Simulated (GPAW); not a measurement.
The In K edge of atom 1 in InHO2 (Pnnm), with 6 O at 2.19 Å (octahedral, site symmetry 2/m), was computed in 2 ways: full core hole (charged cell) and no core hole. Program and functional: GPAW, LDA, Gaussian full width 7.91 eV; cells of 8 and 16 atoms (the run without a hole in the smaller).

Each run is counted from its own lowest empty level or Fermi level and scaled to a mean of 1 over its first 20 eV.

```
E (eV)  run 1  run 2
  -2.0   0.03   0.06
  -1.5   0.04   0.09
  -1.0   0.06   0.12
  -0.5   0.08   0.15
   0.0   0.10   0.20
   0.5   0.13   0.26
   1.0   0.17   0.33
   1.5   0.22   0.41
   2.0   0.27   0.50
   2.5   0.34   0.60
   3.0   0.41   0.71
   3.5   0.49   0.83
   4.0   0.57   0.95
   4.5   0.67   1.06
   5.0   0.77   1.18
   5.5   0.87   1.28
   6.0   0.98   1.37
   6.5   1.08   1.45
   7.0   1.18   1.51
   7.5   1.27   1.55
   8.0   1.35   1.58
   8.5   1.42   1.58
   9.0   1.48   1.56
   9.5   1.52   1.53
  10.0   1.54   1.48
  10.5   1.55   1.42
  11.0   1.55   1.36
  11.5   1.53   1.29
  12.0   1.49   1.21
  12.5   1.45   1.14
  13.0   1.40   1.07
  13.5   1.34   1.00
  14.0   1.28   0.94
  14.5   1.23   0.89
  15.0   1.17   0.84
  15.5   1.11   0.80
  16.0   1.06   0.77
  16.5   1.02   0.74
  17.0   0.97   0.72
  17.5   0.94   0.70
  18.0   0.91   0.69
  18.5   0.88   0.67
  19.0   0.86   0.66
  19.5   0.84   0.66
  20.0   0.82   0.65
  20.5   0.81   0.64
  21.0   0.79   0.63
  21.5   0.78   0.63
  22.0   0.77   0.62
  22.5   0.76   0.61
  23.0   0.75   0.60
  23.5   0.74   0.59
  24.0   0.73   0.59
  24.5   0.72   0.58
  25.0   0.72   0.57
  25.5   0.71   0.56
  26.0   0.70   0.55
  26.5   0.69   0.54
  27.0   0.68   0.54
  27.5   0.67   0.53
  28.0   0.66   0.52
  28.5   0.65   0.52
  29.0   0.64   0.52
  29.5   0.63   0.52
  30.0   0.62   0.52
  30.5   0.61   0.52
  31.0   0.60   0.52
  31.5   0.60   0.53
  32.0   0.59   0.53
```

Question: Which run is which?

Run 1: no core hole (area from −2 to 6 eV 2.8, main maxima 10.6 eV (1.55)). Run 2: full core hole (charged cell) (area from −2 to 6 eV 4.7, main maxima 8.4 eV (1.58)). With each curve scaled to its own mean, the area from −2 to 6 eV with the hole is 4.7 against 2.8, and the centre of weight from −1 to 20 eV moves by -1.3 eV, while the pattern of peaks shifts by -2.2 eV: the hole pulls the absorber's empty states down.

[Banner, clock and machine lines of the logs are left out without a mark of their own.]

[Logs are printed without paths, hosts, clocks, repeated set-up lines and the standing remarks that a program may print on its own settings, such as how far it seeks lower states.]

[Hosts, paths, dates, database ids (printed as entryN), source tags and the programs' standing remarks are cut or masked in the printed files.]

[Lists of maxima count a maximum above −3 eV only where it reaches 4 % of the highest in the window and stands out from its surroundings by 2 % of it (1.5 % where it reaches 55 %); shoulders and weaker maxima are passed over, and of the rest the first, up to two pre-edge ones and the few strongest are named.]
